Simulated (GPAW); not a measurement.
# Screening of a field by In2SSe monolayer, part 2 of 2

How does In2SSe monolayer screen a perpendicular field?

GPAW 26.7.0; GPAW, PAW setups; layer in a repeated cell with vacuum, relaxation of atoms and in-plane cell (the session's first sound run).

So far, dipole along the normal (e·Å): step 2 (relaxation) -0.0259; step 3 (the slab's potential) -0.0165; step 4 (field on) -0.124; step 5 (In a field) -0.0701.

## 6. In a field

Level of this step: GPAW, PAW setups; slab in vacuum (GPAW).

File run.py:

```python
import json
import numpy as np
from ase import Atoms
from gpaw import GPAW, PW
from gpaw.external import ConstantElectricField

slab = Atoms(
    ['Se', 'In', 'In', 'S'],
    positions=[
        [-0.00000, 2.30545, 7.00000],
        [-0.00000, -0.00000, 8.32022],
        [-0.00000, -0.00000, 11.13623],
        [-0.00000, 2.30545, 12.26863]],
    cell=[[3.99315, -0.0, 0.0], [-1.99658, 3.45817, 0.0], [0.0, 0.0, 19.2686]],
    pbc=[True, True, False])

slab.calc = GPAW(mode=PW(400), xc='PBE', kpts={'size': (9, 9, 1), 'gamma': True},
                 occupations={'name': 'fermi-dirac', 'width': 0.05}, nbands='160%',
                 convergence={'density': 1e-05}, maxiter=200,
                 poissonsolver={'dipolelayer': 'xy'},
                 external=ConstantElectricField(-0.05, [0, 0, 1]),
                 symmetry={'tolerance': 1e-3}, txt='slab.txt')
result = {}
energy = slab.get_potential_energy()
fermi = slab.calc.get_fermi_level()
v = slab.calc.get_electrostatic_potential().mean((0, 1)) - fermi
n = slab.calc.get_pseudo_density().mean((0, 1))
L = slab.cell[2, 2]
z = np.arange(len(v)) * L / len(v)
low, high = slab.positions[:, 2].min(), slab.positions[:, 2].max()
below, above = np.interp([low - 4.8, high + 4.8], z, v)
slopes = [np.interp(x, z, np.gradient(v, z)) for x in (low - 4.8, high + 4.8)]
eps = np.array([[slab.calc.get_eigenvalues(k, s) for k in range(len(slab.calc.get_ibz_k_points()))]
                for s in range(slab.calc.get_number_of_spins())]) - fermi
top, bottom = eps[eps < 0].max(), eps[eps > 0].min()
dipole = slab.get_dipole_moment()[2]
print(f'energy {energy:.4f} eV, Fermi level {fermi:.4f} eV, dipole {dipole:.5f} e A')
print(f'potential 4.8 A off the faces, from the Fermi level: lower {below:.4f} eV, upper {above:.4f} eV')
print(f'slope of the potential there: lower {slopes[0]:.5f}, upper {slopes[1]:.5f} eV/A')
print(f'nearest levels on the mesh: {top:.4f} and {bottom:.4f} eV')
print('magnetic moment', round(slab.get_magnetic_moment(), 3))
result.update(energy=energy, fermi=fermi, dipole=dipole, below=below, above=above, slopes=slopes, edges=[top, bottom],
              z=z.tolist(), v=v.tolist(), n=n.tolist(), positions=slab.positions.tolist(),
              forces=slab.get_forces(apply_constraint=False).tolist(), moments=slab.get_magnetic_moments().tolist())
json.dump(result, open('result.json', 'w'))
```

The run is started by

```sh
$ OMP_NUM_THREADS=1 OPENBLAS_NUM_THREADS=1 python run.py
```

The log of the run:

```text
energy -14.9598 eV, Fermi level -1.0956 eV, dipole -0.04331 e A
potential 4.8 A off the faces, from the Fermi level: lower 5.0211 eV, upper 5.5885 eV
slope of the potential there: lower -0.00014, upper 0.00017 eV/A
nearest levels on the mesh: -0.8358 and 0.7007 eV
magnetic moment 0.0
```

Elapsed: 97 s, on 1 thread of Arm Neoverse V1, shared host; peak memory 0.35 GiB.

Electrostatic potential energy of an electron (without an applied field's), less the Fermi level, planar mean against z:

```
z (Å)  electrostatic potential energy of an electron (without an applied field's), less the Fermi level, planar mean (eV)
  0.0                                                                                                                5.30
  0.5                                                                                                                5.02
  1.0                                                                                                                5.02
  1.5                                                                                                                5.02
  2.0                                                                                                                5.02
  2.5                                                                                                                5.02
  3.0                                                                                                                5.02
  3.5                                                                                                                5.02
  4.0                                                                                                                5.02
  4.5                                                                                                                5.00
  5.0                                                                                                                4.92
  5.5                                                                                                                4.57
  6.0                                                                                                                3.05
  6.5                                                                                                               -3.11
  7.0                                                                                                               -13.4
  7.5                                                                                                               -7.19
  8.0                                                                                                              -10.00
  8.5                                                                                                               -11.4
  9.0                                                                                                               -2.18
  9.5                                                                                                                1.92
 10.0                                                                                                                1.76
 10.5                                                                                                               -2.81
 11.0                                                                                                               -12.0
 11.5                                                                                                               -9.89
 12.0                                                                                                               -9.89
 12.5                                                                                                               -7.80
 13.0                                                                                                                1.91
 13.5                                                                                                                4.78
 14.0                                                                                                                5.41
 14.5                                                                                                                5.55
 15.0                                                                                                                5.58
 15.5                                                                                                                5.59
 16.0                                                                                                                5.59
 16.5                                                                                                                5.59
 17.0                                                                                                                5.59
 17.5                                                                                                                5.59
 18.0                                                                                                                5.59
 18.5                                                                                                                5.59
 19.0                                                                                                                5.51
```

## 7. In a field

Changes to run.py since step 6:

```diff
@@ -20,3 +20,3 @@
                  poissonsolver={'dipolelayer': 'xy'},
-                 external=ConstantElectricField(-0.05, [0, 0, 1]),
+                 external=ConstantElectricField(0.05, [0, 0, 1]),
                  symmetry={'tolerance': 1e-3}, txt='slab.txt')
```

The log of the run:

```text
energy -14.9582 eV, Fermi level -1.0988 eV, dipole 0.01030 e A
potential 4.8 A off the faces, from the Fermi level: lower 5.3783 eV, upper 5.2431 eV
slope of the potential there: lower -0.00016, upper 0.00015 eV/A
nearest levels on the mesh: -0.8359 and 0.7004 eV
magnetic moment 0.0
```

Wall time 97 s (1 thread); peak memory 0.35 GiB.

The electrostatic potential energy of an electron (without an applied field's), less the Fermi level, planar mean oscillates, so the rows of the table below give means over windows of 1 Å about each position, cut where the curve ends. Its maxima inside the range that stand out by 2 % of the span (Å: eV): 7.6: -6.39, 9.7: 2.30, 11.8: -8.21. Its minima: 7.1: -13.3, 8.3: -12.8, 11.1: -13.2, 12.2: -12.3.

Electrostatic potential energy of an electron (without an applied field's), less the Fermi level, planar mean against z; means over each step:

z (Å), electrostatic potential energy of an electron (without an applied field's), less the Fermi level, planar mean (eV) and a bar from the least value:
```
        0        5.4 ##############################
        1        5.4 ##############################
        2        5.4 ##############################
        3        5.4 ##############################
        4        5.4 ##############################
        5        5.2 ##############################
        6        2.6 #########################
        7       -9.6 #
        8       -9.6 #
        9       -3.2 #############
       10        1.0 #####################
       11       -9.9 
       12      -10.0 
       13        0.4 ####################
       14        5.0 #############################
       15        5.2 ##############################
       16        5.2 ##############################
       17        5.2 ##############################
       18        5.2 ##############################
       19        5.3 ##############################
```

## 8. Field on

Changes to run.py since step 7:

```diff
@@ -20,3 +20,3 @@
                  poissonsolver={'dipolelayer': 'xy'},
-                 external=ConstantElectricField(0.05, [0, 0, 1]),
+                 external=ConstantElectricField(0.1, [0, 0, 1]),
                  symmetry={'tolerance': 1e-3}, txt='slab.txt')
```

The log of the run:

```text
energy -14.9594 eV, Fermi level -1.1007 eV, dipole 0.03708 e A
potential 4.8 A off the faces, from the Fermi level: lower 5.5573 eV, upper 5.0712 eV
slope of the potential there: lower -0.00018, upper 0.00015 eV/A
nearest levels on the mesh: -0.8360 and 0.7001 eV
magnetic moment 0.0
```

Elapsed: 97 s, on 1 thread; peak memory 0.35 GiB.

The dipole is now 0.0371 e Å, against -0.017 in the run without a field.

## 9. In a field

Changes to run.py since step 8:

```diff
@@ -20,3 +20,3 @@
                  poissonsolver={'dipolelayer': 'xy'},
-                 external=ConstantElectricField(0.1, [0, 0, 1]),
+                 external=ConstantElectricField(0.2, [0, 0, 1]),
                  symmetry={'tolerance': 1e-3}, txt='slab.txt')
```

The log of the run:

```text
energy -14.9657 eV, Fermi level -1.1054 eV, dipole 0.09069 e A
potential 4.8 A off the faces, from the Fermi level: lower 5.9169 eV, upper 4.7284 eV
slope of the potential there: lower -0.00021, upper 0.00014 eV/A
nearest levels on the mesh: -0.8356 and 0.6997 eV
magnetic moment 0.0
```

The job ended after 97 s (1 thread; peak memory 0.35 GiB).

The dipole is now 0.0907 e Å, against -0.017 in the run without a field.

## 10. In a field

Changes to run.py since step 9:

```diff
@@ -20,3 +20,3 @@
                  poissonsolver={'dipolelayer': 'xy'},
-                 external=ConstantElectricField(0.2, [0, 0, 1]),
+                 external=ConstantElectricField(0.3, [0, 0, 1]),
                  symmetry={'tolerance': 1e-3}, txt='slab.txt')
```

The log of the run:

```text
energy -14.9775 eV, Fermi level -1.1111 eV, dipole 0.14436 e A
potential 4.8 A off the faces, from the Fermi level: lower 6.2784 eV, upper 4.3866 eV
slope of the potential there: lower -0.00025, upper 0.00013 eV/A
nearest levels on the mesh: -0.8353 and 0.6991 eV
magnetic moment 0.0
```

Run time: 97 s. Hardware: 1 thread; peak memory 0.35 GiB.

The dipole is now 0.144 e Å, against -0.017 in the run without a field.

## 11. The series

The members are put on one axis.

This step: induced dipole against applied field (GPAW 26.7.0).

Table of dipole along the normal by field:

```
field (V/Å)  dipole along the normal (e·Å)
     -0.200                         -0.124
     -0.100                        -0.0701
     -0.050                        -0.0433
      0.000                        -0.0165
      0.050                         0.0103
      0.100                         0.0371
      0.200                         0.0907
      0.300                          0.144
```

## 12. What came out

```yaml
work_function_upper_and_lower_face_fermi_level_placed_in_the_gap_by_the_smearing: 5.416 and 5.199 eV
ionisation_energy_from_the_upper_face_highest_filled_level_on_the_mesh: 6.25 eV
electron_affinity_from_the_upper_face_lowest_empty_kohn_sham_level_on_the_mesh: 4.72 eV
dipole_along_the_normal: -0.0165 e Å
induced_dipole_per_field: 0.536 e Å per V/Å
out_of_plane_polarisability_per_area_alpha_eps_0_a: 7.02 Å
```

In words: The field induces 0.536 e Å per V/Å, a polarisable thickness α/(ε0 A) of 7.02 Å beside 5.27 Å between the outermost nuclei. A perfect conductor would give the distance between its two image planes; a dielectric of thickness t gives t(1 - 1/ε). The two faces differ by 0.22 eV, the step that the slab's dipole makes (e p/(ε0 A) gives 0.22 eV), so the dipole layer is needed. The levels nearest the Fermi level on the mesh lie 1.54 eV apart, so the slab is gapped there: the smearing puts the Fermi level inside the gap, and from either face the ionisation energy is the work function plus 0.84 eV. Both are Kohn-Sham levels on the mesh, and semilocal gaps are too small, so the affinity tends to come out too large and the ionisation energy too small. The induced dipole is linear in the field over this range. The relaxation of atoms and cell ran in a fully periodic cell without the dipole layer, so the atoms of this polar layer felt a small spurious field. The layer's cell and atoms come from the relaxation; spin-orbit coupling and temperature are left out.

[Logs are printed without paths, hosts, clocks, repeated set-up lines and the standing remarks that a program may print on its own settings, such as how far it seeks lower states.]

[Hosts, paths, dates, database ids (printed as entryN), source tags and the programs' standing remarks are cut or masked in the printed files.]
